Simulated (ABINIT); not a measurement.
# AlSi3 (Pm-3m): from the cell to the phonon bands, part 4 of 5

How does AlSi3 (Pm-3m) vibrate, and is this structure a minimum?

ABINIT 10.8.3; DFT PBE, scalar-relativistic, plane waves, PseudoDojo norm-conserving pseudopotentials.

So far. Step 6 (Zone-centre response): The acoustic modes at Γ come out as far as 1.2 cm⁻¹ from zero, where they should vanish, a small numerical error. The lowest optical mode is imaginary, 40i cm⁻¹, an instability at this level and on this k mesh. Step 7 (Zone-centre analysis): The rule moves no optical mode by more than 0.1 cm⁻¹. The relaxed cell has a = 3.904 Å (conventional setting).

The structure was built from a prototype and need not be the compound's stable phase.

## (8) Sum rules set otherwise (asr 0)

Without the rule the raw error of the acoustic modes shows.

Contents of anaddb.abi:

```
ddb_filepath "gamma_DDB"
output_file "anaddb.abo"
outdata_prefix "anaddb"
asr 0
chneut 0
enunit 2
eivec 1
nph1l 1
qph1l 0.0 0.0 0.0 1.0
```

Contents of mrgddb.in:

```
gamma_DDB
merged
2
dfpt_gammao_DDB
gso_DDB
```

Run with:

```bash
$ mrgddb < mrgddb.in > mrgddb.log
$ OMP_NUM_THREADS=1 anaddb anaddb.abi > anaddb.log
```

Numbers of over 12 decimals in the logs are rounded to 6 here.

anaddb.abo, the main output file:

```text
-outvars_anaddb: echo values of input variables ----------------------

 Miscellaneous information :
      enunit         2
       eivec         1
      chneut         0
 First list of wavevector (reduced coord.) :
       nph1l         1
       qph1l
                     0.00000000E+00  0.00000000E+00  0.00000000E+00    1.000E+00

================================================================================

 read the DDB information and perform some checks

  ==== Info on the Cryst% object ====
 Real(R)+Recip(G) space primitive vectors, cartesian coordinates (Bohr,Bohr^-1):
 R(1)=  7.3781041  0.0000000  0.0000000  G(1)=  0.1355362  0.0000000  0.0000000
 R(2)=  0.0000000  7.3781041  0.0000000  G(2)=  0.0000000  0.1355362  0.0000000
 R(3)=  0.0000000  0.0000000  7.3781041  G(3)=  0.0000000  0.0000000  0.1355362
 Unit cell volume ucvol=  4.0163758E+02 bohr^3
 Angles (23,13,12)=  9.00000000E+01  9.00000000E+01  9.00000000E+01 degrees
 Time-reversal symmetry is present
 Reduced atomic positions [iatom, xred, symbol]:
    1)    0.0000000  0.0000000  0.0000000  Al
    2)    0.0000000  0.5000000  0.5000000  Si
    3)    0.5000000  0.0000000  0.5000000  Si
    4)    0.5000000  0.5000000  0.0000000  Si

 DDB file with 3 blocks has been read.

================================================================================

 Treat the first list of vectors

  Phonon wavevector (reduced coordinates) :  0.00000  0.00000  0.00000
 Phonon energies in Hartree :
  -1.813411E-04 -1.813411E-04 -1.813411E-04  5.483931E-06  5.483931E-06
   5.483932E-06  3.424174E-04  3.424174E-04  3.424174E-04  1.330776E-03
   1.330776E-03  1.330776E-03
 Phonon energies in meV     :
- -4.934544E+00 -4.934544E+00 -4.934544E+00  1.492254E-01  1.492254E-01
-  1.492254E-01  9.317652E+00  9.317652E+00  9.317652E+00  3.621225E+01
-  3.621225E+01  3.621225E+01
 Phonon frequencies in cm-1    :
- -3.979978E+01 -3.979978E+01 -3.979978E+01  1.203584E+00  1.203584E+00
-  1.203584E+00  7.515193E+01  7.515193E+01  7.515193E+01  2.920715E+02
-  2.920715E+02  2.920715E+02
 Phonon frequencies in Thz     :
- -1.193167E+00 -1.193167E+00 -1.193167E+00  3.608253E-02  3.608253E-02
-  3.608254E-02  2.252998E+00  2.252998E+00  2.252998E+00  8.756084E+00
-  8.756084E+00  8.756084E+00
 Phonon energies in Kelvin  :
- -5.726300E+01 -5.726300E+01 -5.726300E+01  1.731688E+00  1.731689E+00
-  1.731689E+00  1.081269E+02  1.081269E+02  1.081269E+02  4.202258E+02
-  4.202258E+02  4.202258E+02

 Eigendisplacements
 (will be given, for each mode : in cartesian coordinates
   for each atom the real part of the displacement vector,
   then the imaginary part of the displacement vector - absolute values smaller than 1.0d-7 are set to zero)
  Mode number    1   Energy   -1.813411E-04
 Attention : low frequency mode.
   (Could be unstable or acoustic mode)
-  1  0.00000000E+00  0.00000000E+00 -2.41898346E-03
-     0.00000000E+00  0.00000000E+00  0.00000000E+00
-  2  0.00000000E+00  0.00000000E+00 -6.43959513E-04
-     0.00000000E+00  0.00000000E+00  0.00000000E+00
-  3  0.00000000E+00  0.00000000E+00 -6.43959513E-04
-     0.00000000E+00  0.00000000E+00  0.00000000E+00
-  4  0.00000000E+00  0.00000000E+00  3.61685666E-03
-     0.00000000E+00  0.00000000E+00  0.00000000E+00
  Mode number    2   Energy   -1.813411E-04
 Attention : low frequency mode.
   (Could be unstable or acoustic mode)
-  1  0.00000000E+00  2.41898346E-03  0.00000000E+00
-     0.00000000E+00  0.00000000E+00  0.00000000E+00
-  2  0.00000000E+00  6.43959513E-04  0.00000000E+00
-     0.00000000E+00  0.00000000E+00  0.00000000E+00
-  3  0.00000000E+00 -3.61685666E-03  0.00000000E+00
-     0.00000000E+00  0.00000000E+00  0.00000000E+00
-  4  0.00000000E+00  6.43959513E-04  0.00000000E+00
-     0.00000000E+00  0.00000000E+00  0.00000000E+00
  Mode number    3   Energy   -1.813411E-04
 Attention : low frequency mode.
   (Could be unstable or acoustic mode)
-  1  2.41898346E-03  0.00000000E+00  0.00000000E+00
-     0.00000000E+00  0.00000000E+00  0.00000000E+00
-  2 -3.61685666E-03  0.00000000E+00  0.00000000E+00
-     0.00000000E+00  0.00000000E+00  0.00000000E+00
-  3  6.43959513E-04  0.00000000E+00  0.00000000E+00
-     0.00000000E+00  0.00000000E+00  0.00000000E+00
-  4  6.43959513E-04  0.00000000E+00  0.00000000E+00
-     0.00000000E+00  0.00000000E+00  0.00000000E+00
  Mode number    4   Energy    5.483931E-06
 Attention : low frequency mode.
   (Could be unstable or acoustic mode)
-  1  0.00000000E+00  0.00000000E+00 -2.22206819E-03
-     0.00000000E+00  0.00000000E+00  0.00000000E+00
-  2  0.00000000E+00  0.00000000E+00 -2.22111033E-03
-     0.00000000E+00  0.00000000E+00  0.00000000E+00
-  3  0.00000000E+00  0.00000000E+00 -2.22111033E-03
-     0.00000000E+00  0.00000000E+00  0.00000000E+00
-  4  0.00000000E+00  0.00000000E+00 -2.21863223E-03
-     0.00000000E+00  0.00000000E+00  0.00000000E+00
  Mode number    5   Energy    5.483931E-06
 Attention : low frequency mode.
   (Could be unstable or acoustic mode)
-  1  0.00000000E+00 -2.22206819E-03  0.00000000E+00
-     0.00000000E+00  0.00000000E+00  0.00000000E+00
-  2  0.00000000E+00 -2.22111033E-03  0.00000000E+00
-     0.00000000E+00  0.00000000E+00  0.00000000E+00
-  3  0.00000000E+00 -2.21863223E-03  0.00000000E+00
-     0.00000000E+00  0.00000000E+00  0.00000000E+00
-  4  0.00000000E+00 -2.22111033E-03  0.00000000E+00
-     0.00000000E+00  0.00000000E+00  0.00000000E+00
  Mode number    6   Energy    5.483932E-06
 Attention : low frequency mode.
   (Could be unstable or acoustic mode)
-  1  2.22206819E-03  0.00000000E+00  0.00000000E+00
-     0.00000000E+00  0.00000000E+00  0.00000000E+00
-  2  2.21863223E-03  0.00000000E+00  0.00000000E+00
-     0.00000000E+00  0.00000000E+00  0.00000000E+00
-  3  2.22111033E-03  0.00000000E+00  0.00000000E+00
-     0.00000000E+00  0.00000000E+00  0.00000000E+00
-  4  2.22111033E-03  0.00000000E+00  0.00000000E+00
-     0.00000000E+00  0.00000000E+00  0.00000000E+00
  Mode number    7   Energy    3.424174E-04
-  1  0.00000000E+00  0.00000000E+00  0.00000000E+00
-     0.00000000E+00  0.00000000E+00  0.00000000E+00
-  2  0.00000000E+00  0.00000000E+00 -3.12509966E-03
-     0.00000000E+00  0.00000000E+00  0.00000000E+00
-  3  0.00000000E+00  0.00000000E+00  3.12509966E-03
-     0.00000000E+00  0.00000000E+00  0.00000000E+00
-  4  0.00000000E+00  0.00000000E+00  0.00000000E+00
-     0.00000000E+00  0.00000000E+00  0.00000000E+00
  Mode number    8   Energy    3.424174E-04
-  1  0.00000000E+00  0.00000000E+00  0.00000000E+00
-     0.00000000E+00  0.00000000E+00  0.00000000E+00
-  2  0.00000000E+00  3.12509966E-03  0.00000000E+00
-     0.00000000E+00  0.00000000E+00  0.00000000E+00
-  3  0.00000000E+00  0.00000000E+00  0.00000000E+00
-     0.00000000E+00  0.00000000E+00  0.00000000E+00
-  4  0.00000000E+00 -3.12509966E-03  0.00000000E+00
-     0.00000000E+00  0.00000000E+00  0.00000000E+00
  Mode number    9   Energy    3.424174E-04
-  1  0.00000000E+00  0.00000000E+00  0.00000000E+00
-     0.00000000E+00  0.00000000E+00  0.00000000E+00
-  2  0.00000000E+00  0.00000000E+00  0.00000000E+00
-     0.00000000E+00  0.00000000E+00  0.00000000E+00
-  3 -3.12509966E-03  0.00000000E+00  0.00000000E+00
-     0.00000000E+00  0.00000000E+00  0.00000000E+00
-  4  3.12509966E-03  0.00000000E+00  0.00000000E+00
-     0.00000000E+00  0.00000000E+00  0.00000000E+00
  Mode number   10   Energy    1.330776E-03
-  1  0.00000000E+00  1.77710556E-07 -3.08911119E-03
-     0.00000000E+00  0.00000000E+00  0.00000000E+00
-  2  0.00000000E+00 -1.20921629E-07  2.10195930E-03
-     0.00000000E+00  0.00000000E+00  0.00000000E+00
-  3  0.00000000E+00  0.00000000E+00  2.10195930E-03
-     0.00000000E+00  0.00000000E+00  0.00000000E+00
-  4  0.00000000E+00 -1.20921629E-07 -1.23633113E-03
-     0.00000000E+00  0.00000000E+00  0.00000000E+00
  Mode number   11   Energy    1.330776E-03
-  1  0.00000000E+00  3.08911119E-03  1.77710556E-07
-     0.00000000E+00  0.00000000E+00  0.00000000E+00
-  2  0.00000000E+00 -2.10195930E-03 -1.20921629E-07
-     0.00000000E+00  0.00000000E+00  0.00000000E+00
-  3  0.00000000E+00  1.23633112E-03 -1.20921629E-07
-     0.00000000E+00  0.00000000E+00  0.00000000E+00
-  4  0.00000000E+00 -2.10195930E-03  0.00000000E+00
-     0.00000000E+00  0.00000000E+00  0.00000000E+00
  Mode number   12   Energy    1.330776E-03
-  1  3.08911120E-03  0.00000000E+00  0.00000000E+00
-     0.00000000E+00  0.00000000E+00  0.00000000E+00
-  2  1.23633113E-03  0.00000000E+00  0.00000000E+00
-     0.00000000E+00  0.00000000E+00  0.00000000E+00
-  3 -2.10195930E-03  0.00000000E+00  0.00000000E+00
-     0.00000000E+00  0.00000000E+00  0.00000000E+00
-  4 -2.10195930E-03  0.00000000E+00  0.00000000E+00
-     0.00000000E+00  0.00000000E+00  0.00000000E+00

 Analysis of degeneracies and characters (maximum tolerance=1.00E-06 a.u.)
 For each vibration mode, or group of modes if degenerate,
 the characters are given for each symmetry operation (see the list in the log file).
 Symmetry characters of vibration mode #   1
       degenerate with vibration modes #   2 to    3
  3.0 -3.0 -1.0  1.0 -1.0  1.0 -1.0  1.0  1.0 -1.0 -1.0  1.0  1.0 -1.0 -1.0  1.0
 -0.0  0.0 -0.0  0.0  0.0 -0.0  0.0 -0.0  1.0 -1.0 -1.0  1.0 -1.0  1.0  1.0 -1.0
 -0.0  0.0  0.0 -0.0  0.0 -0.0 -0.0  0.0  1.0 -1.0  1.0 -1.0 -1.0  1.0 -1.0  1.0
 Symmetry characters of vibration mode #   4
       degenerate with vibration modes #   5 to    6
  3.0 -3.0 -1.0  1.0 -1.0  1.0 -1.0  1.0  1.0 -1.0 -1.0  1.0  1.0 -1.0 -1.0  1.0
 -0.0  0.0  0.0 -0.0  0.0 -0.0  0.0 -0.0  1.0 -1.0 -1.0  1.0 -1.0  1.0  1.0 -1.0
 -0.0  0.0  0.0 -0.0  0.0 -0.0  0.0 -0.0  1.0 -1.0  1.0 -1.0 -1.0  1.0 -1.0  1.0
 Symmetry characters of vibration mode #   7
       degenerate with vibration modes #   8 to    9
  3.0 -3.0 -1.0  1.0 -1.0  1.0 -1.0  1.0 -1.0  1.0  1.0 -1.0 -1.0  1.0  1.0 -1.0
 -0.0  0.0  0.0 -0.0 -0.0  0.0 -0.0  0.0 -1.0  1.0  1.0 -1.0  1.0 -1.0 -1.0  1.0
 -0.0  0.0 -0.0  0.0 -0.0  0.0  0.0 -0.0 -1.0  1.0 -1.0  1.0  1.0 -1.0  1.0 -1.0
 Symmetry characters of vibration mode #  10
       degenerate with vibration modes #  11 to   12
  3.0 -3.0 -1.0  1.0 -1.0  1.0 -1.0  1.0  1.0 -1.0 -1.0  1.0  1.0 -1.0 -1.0  1.0
 -0.0  0.0 -0.0  0.0  0.0 -0.0  0.0 -0.0  1.0 -1.0 -1.0  1.0 -1.0  1.0  1.0 -1.0
 -0.0  0.0  0.0 -0.0  0.0 -0.0 -0.0  0.0  1.0 -1.0  1.0 -1.0 -1.0  1.0 -1.0  1.0
-
```

Run time: 0.49 s. Hardware: 1 thread of Arm Neoverse V1, shared host.

Numbers from this step:

| Quantity | Value |
| --- | --- |
| lowest optical zone-centre mode | -39.8 cm⁻¹ |

Zone-centre frequencies as printed; negative means imaginary. Modes:

```tsv
mode	frequency (cm⁻¹)
1	-39.8
2	-39.8
3	-39.8
4	1.2
5	1.2
6	1.2
7	75.15
8	75.15
9	75.15
10	292.1
11	292.1
12	292.1
```

## (9) Linear response on the mesh

Linear response treats each wavevector in the unit cell, with no supercell; the 2×2×2 mesh fixes the range of the force constants to be had.

Contents of dfpt_q.abi:

```
ndtset 3

# wavevectors
qpt1 0.5 0.0 0.0
qpt2 0.5 0.5 0.0
qpt3 0.5 0.5 0.5

# displacements
getwfk_filepath "gso_WFK"
getwfq_filepath "gso_WFK"
kptopt 3
nqpt 1
rfphon 1
rfatpol 1 4
rfdir 1 1 1
tolvrs 1.0d-10
prtwf 0

# basis, mesh and filling
ecut 16.0
ngkpt 8 8 8
nshiftk 1
shiftk 0.0 0.0 0.0
istwfk *1
occopt 7
tsmear 0.01
nband 14
nstep 100
diemac 1000000.0
prtebands 0
prtgsr 0
useylm 1

# cell and atoms
acell 7.378104105 7.378104105 7.378104105
rprim 
    1.0 0.0 0.0
    0.0 1.0 0.0
    0.0 0.0 1.0
ntypat 2
znucl 13 14
natom 4
typat 1 2 2 2
xred 
    0.0 0.0 0.0
    0.0 0.5 0.5
    0.5 0.0 0.5
    0.5 0.5 0.0
pp_dirpath "./pseudo"
pseudos "Al.upf, Si.upf"
```

Run with:

```bash
$ OMP_NUM_THREADS=1 mpirun -n 4 abinit dfpt_q.abi > dfpt_q.log
```

dfpt_q.abo, the main output file:

```text
[banners, grids, parts of the stress and lines that vanish by symmetry left out]
- input  file    -> dfpt_q.abi
- output file    -> dfpt_q.abo
- root for input  files -> dfpt_qi
[...]
DATASET    1 : space group Pm -3 m (#221); Bravais cP (primitive cubic)
[...]
nfft =       27000          nkpt =         512
[...]
DATASET    2 : space group Pm -3 m (#221); Bravais cP (primitive cubic)
[...]
nfft =       27000          nkpt =         512
[...]
DATASET    3 : space group Pm -3 m (#221); Bravais cP (primitive cubic)
[...]
nfft =       27000          nkpt =         512
[...]
== DATASET  1 ==================================================================
[...]
cutoff_energies: {ecut:  16.0, pawecutdg:  -1.0, }
[...]
Perturbation : displacement of atom   1   along direction   1
[...]
-ETOT  1   7.722154     -4.537E+01 3.088E+00 2.399E+04
 ETOT  2   3.917923     -3.804E+00 1.019E-01 5.165E+03
 ETOT  3   2.885745     -1.032E+00 1.648E-01 4.043E+00
 ETOT  4   2.884911     -8.339E-04 2.795E-02 1.073E-02
 ETOT  5   2.884908     -3.053E-06 1.866E-01 3.395E-04
[...]
At SCF step    9       vres2   =  5.04E-11 < tolvrs=  1.00E-10 =>converged.
[...]
Perturbation : displacement of atom   1   along direction   2
[...]
-ETOT  1   2.593397     -3.277E+01 1.733E+00 4.706E+02
[...]
At SCF step    8       vres2   =  1.11E-11 < tolvrs=  1.00E-10 =>converged.
[...]
Perturbation : displacement of atom   2   along direction   1
[...]
-ETOT  1   3.749795     -1.092E+02 1.527E+00 1.226E+04
[...]
At SCF step    9       vres2   =  2.82E-11 < tolvrs=  1.00E-10 =>converged.
[...]
Perturbation : displacement of atom   2   along direction   2
[...]
-ETOT  1   2.070628     -8.242E+01 2.234E+00 3.885E+02
[...]
At SCF step    8       vres2   =  7.92E-12 < tolvrs=  1.00E-10 =>converged.
[...]
Perturbation : displacement of atom   3   along direction   1
[...]
-ETOT  1   5.215645     -1.108E+02 7.393E+00 1.499E+04
[...]
Perturbation : displacement of atom   3   along direction   2
[...]
-ETOT  1   1.185067     -8.022E+01 8.599E+00 2.553E+02
[...]
Perturbation : displacement of atom   3   along direction   3
[...]
-ETOT  1   1.736390     -8.276E+01 5.518E+00 3.276E+02
[...]
Phonon wavevector (reduced coordinates) :  0.50000  0.00000  0.00000
 Phonon energies in Hartree :
[...]
Phonon frequencies in cm-1    :
-  7.121000E+01  7.121000E+01  8.974763E+01  8.974763E+01  1.365304E+02
-  1.749592E+02  1.921122E+02  1.921122E+02  2.068670E+02  2.321557E+02
-  2.503543E+02  2.503543E+02
[...]
== DATASET  2 ==================================================================
[...]
cutoff_energies: {ecut:  16.0, pawecutdg:  -1.0, }
[...]
Perturbation : displacement of atom   1   along direction   1
[...]
-ETOT  1   5.495330     -3.904E+01 3.076E+00 8.217E+03
[...]
Perturbation : displacement of atom   1   along direction   3
[...]
-ETOT  1   2.550751     -3.219E+01 6.136E-01 2.691E+02
[...]
Perturbation : displacement of atom   2   along direction   1
[...]
-ETOT  1   2.548297     -9.517E+01 2.062E+00 4.612E+03
[...]
Perturbation : displacement of atom   2   along direction   2
[...]
-ETOT  1   3.400017     -9.740E+01 5.333E+00 4.480E+03
[...]
Perturbation : displacement of atom   2   along direction   3
[...]
-ETOT  1   2.062490     -8.133E+01 1.766E+01 2.322E+02
[...]
Perturbation : displacement of atom   4   along direction   1
[...]
-ETOT  1   3.930999     -9.687E+01 2.476E+00 5.630E+03
[...]
Perturbation : displacement of atom   4   along direction   3
[...]
-ETOT  1   1.348186     -7.895E+01 2.846E+00 1.946E+02
[...]
Phonon wavevector (reduced coordinates) :  0.50000  0.50000  0.00000
 Phonon energies in Hartree :
[...]
Phonon frequencies in cm-1    :
-  1.213953E+01  8.688800E+01  8.688800E+01  1.397036E+02  1.419342E+02
-  1.668569E+02  1.783070E+02  1.783070E+02  2.007410E+02  2.048608E+02
-  2.604031E+02  2.604031E+02
[...]
== DATASET  3 ==================================================================
[...]
cutoff_energies: {ecut:  16.0, pawecutdg:  -1.0, }
[...]
Perturbation : displacement of atom   1   along direction   1
[...]
-ETOT  1   3.788232     -3.749E+01 1.209E+00 2.549E+03
[...]
Perturbation : displacement of atom   2   along direction   1
[...]
-ETOT  1   1.714413     -9.020E+01 6.152E+00 1.122E+03
[...]
At SCF step    8       vres2   =  6.99E-11 < tolvrs=  1.00E-10 =>converged.
[...]
Perturbation : displacement of atom   2   along direction   2
[...]
-ETOT  1   2.703909     -9.230E+01 4.934E+00 1.879E+03
[...]
ETOT  7   1.726356     -2.150E-11 3.857E+00 7.731E-10
 ETOT  8   1.726356     -2.572E-12 2.506E+00 9.117E-11
 At SCF step    8       vres2   =  9.12E-11 < tolvrs=  1.00E-10 =>converged.
[...]
Phonon wavevector (reduced coordinates) :  0.50000  0.50000  0.50000
 Phonon energies in Hartree :
[...]
Phonon frequencies in cm-1    :
- -8.153147E+01 -8.153147E+01 -8.153147E+01 -6.235460E+01 -6.235460E+01
-  1.124085E+02  1.124085E+02  1.124085E+02  2.564321E+02  3.135998E+02
-  3.135998E+02  3.135998E+02
[...]
strten2     0.0000000000E+00  0.0000000000E+00  0.0000000000E+00
           strten3     0.0000000000E+00  0.0000000000E+00  0.0000000000E+00
================================================================================
```

Elapsed: 13 min, on 4 MPI ranks; 51 min of CPU time.

Read from the output:

```
lowest mode on the q mesh (acoustic ones at the zone centre apart) : -81.53 cm⁻¹
```

Frequencies (cm⁻¹) before the sum rule at the irreducible wavevectors but Γ, which is solved apart; negative means imaginary. Frequencies by wavevector:

```tsv
q (fractions)	star	mode 1	mode 2	mode 3	mode 4	mode 10	mode 11	mode 12
0.5 0 0	3	71.21	71.21	89.75	89.75	232.2	250.3	250.3
0.5 0.5 0	3	12.14	86.89	86.89	139.7	204.9	260.4	260.4
0.5 0.5 0.5	1	-81.53	-81.53	-81.53	-62.35	313.6	313.6	313.6
```

(Part 4 of 5 ends here.)

[Host names and launcher messages were left out of these logs when they were recorded.]

[Logs are printed without paths, hosts, clocks, repeated set-up lines and the standing remarks that a program may print on its own settings, such as how far it seeks lower states.]

[Hosts, paths, dates, database ids (printed as entryN), source tags and the programs' standing remarks are cut or masked in the printed files.]
